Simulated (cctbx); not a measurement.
# A disordered crystal of nominal ZnCr2As2

Cell a = 4.1130 Å, b = 4.1130 Å, c = 6.5480 Å, α = 90.00°, β = 90.00°, γ = 120.00°; space group P-3m1 (no. 164); nominal formula ZnCr2As2.

The data are simulated with cctbx, not measured: Mo Kα, λ = 0.71073 Å, to d = 0.65 Å, 70 % of the full sphere, strongest reflection 5000 counts, noise from counting, a 4 % proportional error and a noise floor of 15 counts (s.d.); no absorption.

With every site full:

```text
Rint 0.063, 169 unique reflections to 0.65 A
cycle     R1     wR2    GooF  max shift (A)
   1  0.1915  0.3533   8.541   0.00464
   2  0.0643  0.1369   3.310   0.00001
final R1 0.0643 wR2 0.1369 GooF 3.310  parameters 8  data/parameter 21.1
atom        x        y        z      Ueq    occ   su(xyz)  su(Uiso or U11)
As1    0.66667  0.33333  0.24230   0.0117  1.000  0.00040  0.0008
Zn1    0.00000  0.00000  0.00000   0.0030  1.000  0.00000  0.0009
Cr1    0.66667  0.33333  0.63331   0.0026  1.000  0.00051  0.0009
difference map: max 5.16 min -4.87 rms 0.87
Q1    0.3333  0.6667  0.4182    2    5.30  0.34 A from Cr1
Q2    0.0000  0.0000  0.0000    1    4.16  0.00 A from Zn1
Q3    0.3333  0.6667  0.3038    2    3.80  0.41 A from Cr1
Q4    0.2104  0.4207  0.7858    6    1.43  0.90 A from As1
Q5    0.0732  0.5366  0.7865    6    1.36  0.95 A from As1
Q6    0.3333  0.6667  0.5284    2    1.28  1.06 A from Cr1
```

With the occupancies of the suspect sites free, each still typed as its main element:

```text
Rint 0.063, 169 unique reflections to 0.65 A
cycle     R1     wR2    GooF  max shift (A)
   1  0.1277  0.2403   5.828   0.00491
   2  0.0197  0.0360   0.873   0.00002
final R1 0.0196 wR2 0.0360 GooF 0.873  parameters 9  data/parameter 18.8
atom        x        y        z      Ueq    occ   su(xyz)  su(Uiso or U11)
As1    0.66667  0.33333  0.24251   0.0060  0.752  0.00010  0.0002
Zn1    0.00000  0.00000  0.00000   0.0084  1.000  0.00000  0.0003
Cr1    0.66667  0.33333  0.63256   0.0079  1.000  0.00013  0.0003
su of occupancy As1: 0.004
difference map: max 1.10 min -1.51 rms 0.29
Q1    0.3333  0.6667  0.5235    2    1.19  1.02 A from Cr1
Q2    0.2601  0.5203  0.6073    6    1.17  1.11 A from As1
Q3    0.2402  0.4804  0.7616    6    0.94  0.66 A from As1
Q4    0.0588  0.5294  0.5458    6    0.88  1.51 A from Cr1
Q5    0.1176  0.4300  0.0262   12    0.87  1.59 A from Zn1
Q6    0.3333  0.6667  0.3348    2    0.85  0.21 A from Cr1
```

**Question.** What is the disorder?

X-rays count electrons. As1 refines to 0.752(0.004), or 24.8 electrons; the site truly holds 0.75 As, 24.8 electrons, which is 0.750 of As. A value under 1 can't tell vacancies from a lighter guest, and one over 1 needs a heavier guest; chemistry or a second radiation must settle which. Occupancy correlates with U and the scale, so the match is approximate.

Freeing them takes R1 from 0.0643 to 0.0196 and GooF from 3.31 to 0.87.

This is a model crystal, built by substitution and not relaxed, with assumed displacement parameters.

[Middle refinement cycles are left out of these outputs.]

[Logs are printed without paths, hosts, clocks, repeated set-up lines and the standing remarks that a program may print on its own settings, such as how far it seeks lower states.]
